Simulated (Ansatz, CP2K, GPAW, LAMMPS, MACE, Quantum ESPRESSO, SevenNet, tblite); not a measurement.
# CP2K runs on amorphous Ge (66 atoms), part 2 of 3

How do the settings of CP2K change the result for amorphous Ge (66 atoms)? A plane-wave run serves as the yardstick.

Program: CP2K 2026.2; the method stands at each step. Banners, paths, timers and routine set-up lines are dropped from the logs unmarked, and long logs keep their key lines alone; longer cuts are marked.

So far. Step 2 (PBE, DZVP-UZH, 350/50 Ry, diagonalisation): Forces lie 13 % from the reference's, at 2.2 times its CPU time (on 2 against 4 cores). Step 3 (PBE, TZV2P-UZH, 350/50 Ry, diagonalisation): Against the first run (13 %), the force difference from the reference is 5.4 %, at 3.4 times the CPU time (on 4 against 2 cores), with 1914 basis functions against 858: the larger basis brings the forces nearer.

**4. PBE, DZVP-UZH, 489/50 Ry, diagonalisation**

Method: Kohn-Sham DFT, PBE, GTH-PBE pseudopotentials, Gaussian and plane waves, DZVP-MOLOPT (UZH set), diagonalisation.

Input file input.inp:

```
&GLOBAL
  PROJECT cell
  RUN_TYPE ENERGY_FORCE
  PRINT_LEVEL LOW
&END GLOBAL
&FORCE_EVAL
  METHOD QS
  STRESS_TENSOR ANALYTICAL
  &DFT
    BASIS_SET_FILE_NAME BASIS_MOLOPT_UZH
    POTENTIAL_FILE_NAME POTENTIAL_UZH
    &MGRID
      CUTOFF 489
      REL_CUTOFF 50
    &END MGRID
    &QS
      EPS_DEFAULT 1.0E-12
    &END QS
    &SCF
      SCF_GUESS ATOMIC
      EPS_SCF 5.0E-06
      MAX_SCF 200
      ADDED_MOS 29
      &DIAGONALIZATION
        ALGORITHM STANDARD
      &END DIAGONALIZATION
      &SMEAR ON
        METHOD FERMI_DIRAC
        ELECTRONIC_TEMPERATURE [K] 580
      &END SMEAR
      &MIXING
        METHOD BROYDEN_MIXING
        ALPHA 0.15
        NBROYDEN 12
      &END MIXING
      &PRINT
        &RESTART OFF
        &END RESTART
      &END PRINT
    &END SCF
    &XC
      &XC_FUNCTIONAL PBE
      &END XC_FUNCTIONAL
    &END XC
    &PRINT
      &MULLIKEN ON
      &END MULLIKEN
      &HIRSHFELD ON
        SHAPE_FUNCTION DENSITY
      &END HIRSHFELD
      &MO ON
        EIGENVALUES T
        OCCUPATION_NUMBERS T
        MO_INDEX_RANGE 121 144
        &EACH
          QS_SCF 0
        &END EACH
        ADD_LAST NUMERIC
      &END MO
    &END PRINT
  &END DFT
  &SUBSYS
    &CELL
      A 11.53150 0.00000 0.00000
      B 0.00000 11.53150 0.00000
      C 0.00000 0.00000 11.53150
    &END CELL
    &COORD
      Ge 8.95479 7.46249 11.02677
      Ge 5.30172 0.69177 1.13389
      Ge 3.77945 4.35579 9.07379
      Ge 8.16349 11.32774 3.66794
      Ge 11.45458 5.76771 8.79138
      Ge 2.11384 8.92423 8.53446
      Ge 5.20474 6.58137 9.39552
      Ge 1.53450 5.97251 0.48894
      Ge 6.99778 6.42893 1.66019
      Ge 4.41622 0.09721 7.66660
      Ge 5.71317 0.37339 3.61132
      Ge 0.48917 3.46452 3.43028
      Ge 0.89438 7.52926 10.13561
      Ge 4.04513 10.06608 3.99959
      Ge 2.78590 11.07093 9.44845
      Ge 4.02380 10.39841 11.51340
      Ge 2.44918 3.86040 11.16906
      Ge 10.83592 7.78296 3.22963
      Ge 3.09563 3.25488 3.73851
      Ge 8.94072 1.27515 1.84769
[... 42 atom lines left out ...]
      Ge 1.97823 10.95527 4.92199
      Ge 3.72329 2.71671 1.37963
      Ge 0.75151 0.99817 9.22428
      Ge 9.24988 5.28108 0.88112
    &END COORD
    &KIND Ge
      BASIS_SET DZVP-MOLOPT-PBE-GTH-q4
      POTENTIAL GTH-PBE-q4
    &END KIND
  &END SUBSYS
  &PRINT
    &FORCES ON
    &END FORCES
    &STRESS_TENSOR ON
    &END STRESS_TENSOR
  &END PRINT
&END FORCE_EVAL
```

Launch:

```console
$ OMP_NUM_THREADS=1 mpirun -np 4 cp2k.psmp -i input.inp > output.txt
```

Numbers of over 12 decimals in the logs are rounded to 6 here.

Output:

```text
CP2K| version string:                                       CP2K version 2026.2
 CP2K| Input file name                                                 input.inp
 GLOBAL| Basis set file name                                    BASIS_MOLOPT_UZH
 GLOBAL| Potential file name                                       POTENTIAL_UZH
 GLOBAL| Run type                                                   ENERGY_FORCE
 GLOBAL| Total number of message passing processes                             4
 GLOBAL| Number of threads for this process                                    1
[... lines left out ...]
                        Smear method:                                FERMI_DIRAC
[... lines left out ...]
 Number of electrons:                                                        264
[... lines left out ...]
  Step     Update method      Time    Convergence         Total energy    Change
[... lines left out ...]
  *** SCF run converged in    17 steps ***
[... lines left out ...]
  Fermi energy:                                                 0.149370
  Total energy:                                              -258.720971
  Total energy (extrapolated to T->0):                       -258.716909
[... lines left out ...]
 MO| E(Fermi):            0.149370 a.u.          4.064562 eV
[... lines left out ...]
     66       Ge     1       4.000          4.012                        -0.012
  Total Charge                                                           -0.000
 !-----------------------------------------------------------------------------!
 ENERGY| Total FORCE_EVAL ( QS ) energy [hartree]           -258.720909
 FORCES| Atomic forces [hartree/bohr]
 FORCES|   Atom     x               y               z               |f|
 FORCES|      1  3.59723475E-03  1.24705734E-03  2.33296959E-03   4.46519843E-03
 FORCES|      2 -5.53269563E-03  1.90335656E-03  6.42299914E-03   8.68840636E-03
 FORCES|      3  1.98001016E-03 -3.90457775E-03  9.66510980E-04   4.48333705E-03
[...]
FORCES|     65  4.60496962E-03 -2.93574676E-04 -2.86401742E-03   5.43088640E-03
 FORCES|     66  2.40530597E-03 -4.07459267E-03 -2.01362422E-03   5.14222567E-03
 FORCES| Sum     6.84458036E-08 -1.09675005E-07 -1.91736255E-08
 FORCES| Total atomic force                                       1.30694540E-07
 STRESS| Analytical stress tensor [bar]
 STRESS|                        x                   y                   z
 STRESS|      x        4.43218425486E+04   2.56228327603E+03   2.75935978869E+03
 STRESS|      y        2.56228327603E+03   4.42797200358E+04   1.06385634839E+04
 STRESS|      z        2.75935978869E+03   1.06385634839E+04   2.01046948621E+04
 STRESS| 1/3 Trace                                             3.62354191488E+04
```

The job ended after 2.1 min (4 MPI ranks of Intel Xeon Platinum 8259CL at 2.50GHz (Skylake/Cascade Lake), shared host; peak memory 5 GiB).

Against the reference:

| Property | Result |
| --- | --- |
| r.m.s. force component | 0.2364 eV/Å |
| r.m.s. difference of force components | 28.91 meV/Å |
| longest difference of force vectors | 93.84 meV/Å |
| force difference over r.m.s. force | 12.53 % |
| slope of forces against the reference's | 1.017 |
| correlation of force components | 0.9926 |
| pressure | 3.623 GPa |
| pressure difference | 0.6077 GPa |
| energy less the same-level run's | 0.0001 meV/atom |
| r.m.s. force difference from the same-level run | 0.002 meV/Å |

Against the first run (13 %), the force difference from the reference is 13 %, at 1.6 times the CPU time (on 4 against 2 cores): the change moves forces by under 0.01 meV/Å r.m.s., so most of the difference comes from elsewhere.

**5. TPSS, PBE potentials, DZVP-UZH, 350/50 Ry, diagonalisation**

Method: Kohn-Sham DFT, TPSS, GTH-PBE pseudopotentials, Gaussian and plane waves, DZVP-MOLOPT (UZH set), diagonalisation.

Changes to input.inp since step 4:

```diff
@@ -12,3 +12,3 @@
     &MGRID
-      CUTOFF 489
+      CUTOFF 350
       REL_CUTOFF 50
@@ -41,3 +41,3 @@
     &XC
-      &XC_FUNCTIONAL PBE
+      &XC_FUNCTIONAL TPSS
       &END XC_FUNCTIONAL
@@ -67,5 +67,6 @@
     &END CELL
-    &COORD
-[... 66 atom lines left out: the same atoms as in the first run ...]
-    &END COORD
+    &TOPOLOGY
+      COORD_FILE_NAME structure.xyz
+      COORD_FILE_FORMAT XYZ
+    &END TOPOLOGY
     &KIND Ge
```

Input file structure.xyz:

```xyz
66

[... 66 atom lines left out: the same atoms as in the first run ...]
```

Output:

```text
CP2K| version string:                                       CP2K version 2026.2
 CP2K| Input file name                                                 input.inp
 GLOBAL| Basis set file name                                    BASIS_MOLOPT_UZH
 GLOBAL| Potential file name                                       POTENTIAL_UZH
[... lines left out ...]
 Number of electrons:                                                        264
[... lines left out ...]
  Step     Update method      Time    Convergence         Total energy    Change
[... lines left out ...]
  *** SCF run converged in    17 steps ***
[... lines left out ...]
  Fermi energy:                                                 0.150870
  Total energy:                                              -258.287798
  Total energy (extrapolated to T->0):                       -258.283957
[... lines left out ...]
 MO| E(Fermi):            0.150870 a.u.          4.105372 eV
[... lines left out ...]
 ENERGY| Total FORCE_EVAL ( QS ) energy [hartree]           -258.287714
[... lines left out ...]
 FORCES|      1  3.73324918E-03  1.45180071E-03  2.10165072E-03   4.52347328E-03
 FORCES|      2 -5.37454501E-03  9.40364026E-04  6.55048173E-03   8.52518795E-03
 FORCES|      3  1.79033013E-03 -4.32940715E-03  1.08058770E-03   4.80798482E-03
[...]
FORCES|     65  4.50856894E-03 -3.85284442E-04 -2.99247273E-03   5.42499134E-03
 FORCES|     66  3.11517019E-03 -4.33423410E-03 -2.22282072E-03   5.78193760E-03
 FORCES| Sum    -2.25924312E-06 -1.93034423E-05  4.37261423E-05
 FORCES| Total atomic force                                       4.78508368E-05
 STRESS| Analytical stress tensor [bar]
 STRESS|                        x                   y                   z
 STRESS|      x        4.65785179855E+04   2.54872382167E+03   3.03066951256E+03
 STRESS|      y        2.54872382167E+03   4.64107472328E+04   1.06455104163E+04
 STRESS|      z        3.03066951256E+03   1.06455104163E+04   2.23726772175E+04
 STRESS| 1/3 Trace                                             3.84539808119E+04
```

The job ended after 3.4 min (4 MPI ranks; peak memory 3.8 GiB).

Against the reference:

- r.m.s. force component: 0.2436 eV/Å
- r.m.s. difference of force components: 39.62 meV/Å
- longest difference of force vectors: 126.4 meV/Å
- force difference over r.m.s. force: 17.17 %
- slope of forces against the reference's: 1.043
- correlation of force components: 0.9875
- pressure: 3.845 GPa
- pressure difference: 0.8296 GPa

Against the first run (13 %), the force difference from the reference is 17 %, at 2.6 times the CPU time (on 4 against 2 cores); the model has changed, so this is no error of the program alone.

**6. PBE, DZVP-MOLOPT (SR for Ge), 350/50 Ry, diagonalisation**

Method: Kohn-Sham DFT, PBE, GTH-PBE pseudopotentials, Gaussian and plane waves, DZVP-MOLOPT-GTH, diagonalisation.

Changes to input.inp since step 5:

```diff
@@ -9,4 +9,4 @@
   &DFT
-    BASIS_SET_FILE_NAME BASIS_MOLOPT_UZH
-    POTENTIAL_FILE_NAME POTENTIAL_UZH
+    BASIS_SET_FILE_NAME BASIS_MOLOPT
+    POTENTIAL_FILE_NAME GTH_POTENTIALS
     &MGRID
@@ -41,3 +41,3 @@
     &XC
-      &XC_FUNCTIONAL TPSS
+      &XC_FUNCTIONAL PBE
       &END XC_FUNCTIONAL
@@ -67,8 +67,32 @@
     &END CELL
-    &TOPOLOGY
-      COORD_FILE_NAME structure.xyz
-      COORD_FILE_FORMAT XYZ
-    &END TOPOLOGY
+    &COORD
+      SCALED
+      Ge 0.77655 0.64714 0.95623
+      Ge 0.45976 0.05999 0.09833
+      Ge 0.32775 0.37773 0.78687
+      Ge 0.70793 0.98233 0.31808
+      Ge 0.99333 0.50017 0.76238
+      Ge 0.18331 0.77390 0.74010
+      Ge 0.45135 0.57073 0.81477
+      Ge 0.13307 0.51793 0.04240
+      Ge 0.60684 0.55751 0.14397
+      Ge 0.38297 0.00843 0.66484
+      Ge 0.49544 0.03238 0.31317
+      Ge 0.04242 0.30044 0.29747
+      Ge 0.07756 0.65293 0.87895
+      Ge 0.35079 0.87292 0.34684
+      Ge 0.24159 0.96006 0.81936
+      Ge 0.34894 0.90174 0.99843
+      Ge 0.21239 0.33477 0.96857
+      Ge 0.93968 0.67493 0.28007
+      Ge 0.26845 0.28226 0.32420
+      Ge 0.77533 0.11058 0.16023
+[... 42 atom lines left out ...]
+      Ge 0.17155 0.95003 0.42683
+      Ge 0.32288 0.23559 0.11964
+      Ge 0.06517 0.08656 0.79992
+      Ge 0.80214 0.45797 0.07641
+    &END COORD
     &KIND Ge
-      BASIS_SET DZVP-MOLOPT-PBE-GTH-q4
+      BASIS_SET DZVP-MOLOPT-SR-GTH-q4
       POTENTIAL GTH-PBE-q4
```

Launch:

```console
$ OMP_NUM_THREADS=2 cp2k.psmp -i input.inp > output.txt
```

Output:

```text
CP2K| version string:                                       CP2K version 2026.2
 CP2K| Input file name                                                 input.inp
 GLOBAL| Basis set file name                                        BASIS_MOLOPT
 GLOBAL| Potential file name                                      GTH_POTENTIALS
[... lines left out ...]
 Number of electrons:                                                        264
[... lines left out ...]
  Step     Update method      Time    Convergence         Total energy    Change
[... lines left out ...]
  *** SCF run converged in    16 steps ***
[... lines left out ...]
  Fermi energy:                                                 0.150380
  Total energy:                                              -258.704200
  Total energy (extrapolated to T->0):                       -258.700156
[... lines left out ...]
 MO| E(Fermi):            0.150380 a.u.          4.092044 eV
[... lines left out ...]
 ENERGY| Total FORCE_EVAL ( QS ) energy [hartree]           -258.704201
[... lines left out ...]
 FORCES|      1  3.72660275E-03  1.09436834E-03  2.24708882E-03   4.48716150E-03
 FORCES|      2 -5.13453646E-03  1.66621078E-03  6.61233390E-03   8.53596407E-03
 FORCES|      3  2.21380186E-03 -3.73619481E-03  1.22733179E-03   4.51291631E-03
[...]
FORCES|     65  4.56901801E-03 -3.56333670E-04 -3.02779917E-03   5.49276498E-03
 FORCES|     66  2.72798262E-03 -4.05960651E-03 -2.15602558E-03   5.34516048E-03
 FORCES| Sum     7.04227983E-08  1.91887634E-07  4.75838247E-07
 FORCES| Total atomic force                                       5.17882489E-07
 STRESS| Analytical stress tensor [bar]
 STRESS|                        x                   y                   z
 STRESS|      x        4.64826150207E+04   2.53233755046E+03   2.70416457252E+03
 STRESS|      y        2.53233755046E+03   4.66200586902E+04   1.04976136953E+04
 STRESS|      z        2.70416457252E+03   1.04976136953E+04   2.27642698813E+04
 STRESS| 1/3 Trace                                             3.86223145307E+04
```

It took 2.1 min on 2 threads; peak memory 2.2 GiB; 3.6 min of CPU time.

Compared with the plane-wave run:

```yaml
r_m_s_force_component: 0.2347 eV/Å
r_m_s_difference_of_force_components: 24.99 meV/Å
longest_difference_of_force_vectors: 91.97 meV/Å
force_difference_over_r_m_s_force: 10.83 %
slope_of_forces_against_the_reference_s: 1.012
correlation_of_force_components: 0.9944
pressure: 3.862 GPa
pressure_difference: 0.8464 GPa
```

Against the first run (13 %), the force difference from the reference is 11 %, at 0.69 times the CPU time, with 858 basis functions against 858; this set comes with other potentials too, so the change isn't the basis's alone.

**7. PBE, DZVP-UZH, 350/20 Ry, diagonalisation**

Method: Kohn-Sham DFT, PBE, GTH-PBE pseudopotentials, Gaussian and plane waves, DZVP-MOLOPT (UZH set), diagonalisation.

Changes to input.inp since step 6:

```diff
@@ -9,7 +9,7 @@
   &DFT
-    BASIS_SET_FILE_NAME BASIS_MOLOPT
-    POTENTIAL_FILE_NAME GTH_POTENTIALS
+    BASIS_SET_FILE_NAME BASIS_MOLOPT_UZH
+    POTENTIAL_FILE_NAME POTENTIAL_UZH
     &MGRID
       CUTOFF 350
-      REL_CUTOFF 50
+      REL_CUTOFF 20
     &END MGRID
@@ -72,3 +72,3 @@
     &KIND Ge
-      BASIS_SET DZVP-MOLOPT-SR-GTH-q4
+      BASIS_SET DZVP-MOLOPT-PBE-GTH-q4
       POTENTIAL GTH-PBE-q4
```

Output:

```text
CP2K| version string:                                       CP2K version 2026.2
 CP2K| Input file name                                                 input.inp
 GLOBAL| Basis set file name                                    BASIS_MOLOPT_UZH
 GLOBAL| Potential file name                                       POTENTIAL_UZH
 GLOBAL| Run type                                                   ENERGY_FORCE
 GLOBAL| Total number of message passing processes                             1
 GLOBAL| Number of threads for this process                                    2
 TOTAL NUMBERS AND MAXIMUM NUMBERS
  Total number of            - Atomic kinds:                                   1
                             - Atoms:                                         66
[... lines left out ...]
                        Smear method:                                FERMI_DIRAC
[... lines left out ...]
 Number of electrons:                                                        264
[... lines left out ...]
  Step     Update method      Time    Convergence         Total energy    Change
[... lines left out ...]
  *** SCF run converged in    17 steps ***
[... lines left out ...]
  Fermi energy:                                                 0.149367
  Total energy:                                              -258.726022
  Total energy (extrapolated to T->0):                       -258.721965
[... lines left out ...]
 MO| E(Fermi):            0.149367 a.u.          4.064476 eV
[... lines left out ...]
 !-----------------------------------------------------------------------------!
 !-----------------------------------------------------------------------------!
                           Hirshfeld Charges
  #Atom  Element  Kind  Ref Charge     Population                    Net charge
      1       Ge     1       4.000          3.982                         0.018
      2       Ge     1       4.000          4.011                        -0.011
      3       Ge     1       4.000          3.988                         0.012
[...]
65       Ge     1       4.000          3.995                         0.005
     66       Ge     1       4.000          4.012                        -0.012
  Total Charge                                                           -0.000
 !-----------------------------------------------------------------------------!
 ENERGY| Total FORCE_EVAL ( QS ) energy [hartree]           -258.725959
 FORCES| Atomic forces [hartree/bohr]
 FORCES|   Atom     x               y               z               |f|
 FORCES|      1  3.75867544E-03  1.62147697E-03  2.16599773E-03   4.63123902E-03
 FORCES|      2 -5.61298246E-03  1.66930588E-03  6.35294874E-03   8.64014536E-03
 FORCES|      3  2.15579211E-03 -3.79378460E-03  7.56223168E-04   4.42855673E-03
[...]
FORCES|     65  4.32439507E-03 -7.30981506E-05 -2.88182616E-03   5.19717790E-03
 FORCES|     66  2.65684779E-03 -4.06472315E-03 -2.19294506E-03   5.32821007E-03
 FORCES| Sum     4.80372480E-03  9.78020399E-04 -3.63013652E-03
 FORCES| Total atomic force                                       6.10001533E-03
 STRESS| Analytical stress tensor [bar]
 STRESS|                        x                   y                   z
 STRESS|      x        4.53469342460E+04   2.56598095624E+03   2.75636496630E+03
 STRESS|      y        2.56598095624E+03   4.51274286381E+04   1.06358030718E+04
 STRESS|      z        2.75636496630E+03   1.06358030718E+04   2.07010580525E+04
 STRESS| 1/3 Trace                                             3.70584736456E+04
```

Wall time 2.1 min (2 threads); peak memory 2.2 GiB; 3.5 min of CPU time.

Numbers from this run, and their distance from the reference:

```
r.m.s. force component                          : 0.2375 eV/Å
r.m.s. difference of force components           : 31.6 meV/Å
longest difference of force vectors             : 107.2 meV/Å
force difference over r.m.s. force              : 13.7 %
slope of forces against the reference's         : 1.021
correlation of force components                 : 0.9913
pressure                                        : 3.706 GPa
pressure difference                             : 0.69 GPa
energy less the same-level run's                : -2.082 meV/atom
r.m.s. force difference from the same-level run : 12.23 meV/Å
```

This is a coarse setting, run to see what it loses.

Against the first run (13 %), the force difference from the reference is 14 %, at 0.67 times the CPU time: the grid matters here.

(Continued in part 3 of 3.)

[Also dropped from logs without a mark: logging warnings of Python, and SIESTA's first energy breakdown and zero terms.]

[Logs are printed without paths, hosts, clocks, repeated set-up lines and the standing remarks that a program may print on its own settings, such as how far it seeks lower states.]

[Hosts, paths, dates, database ids (printed as entryN), source tags and the programs' standing remarks are cut or masked in the printed files.]
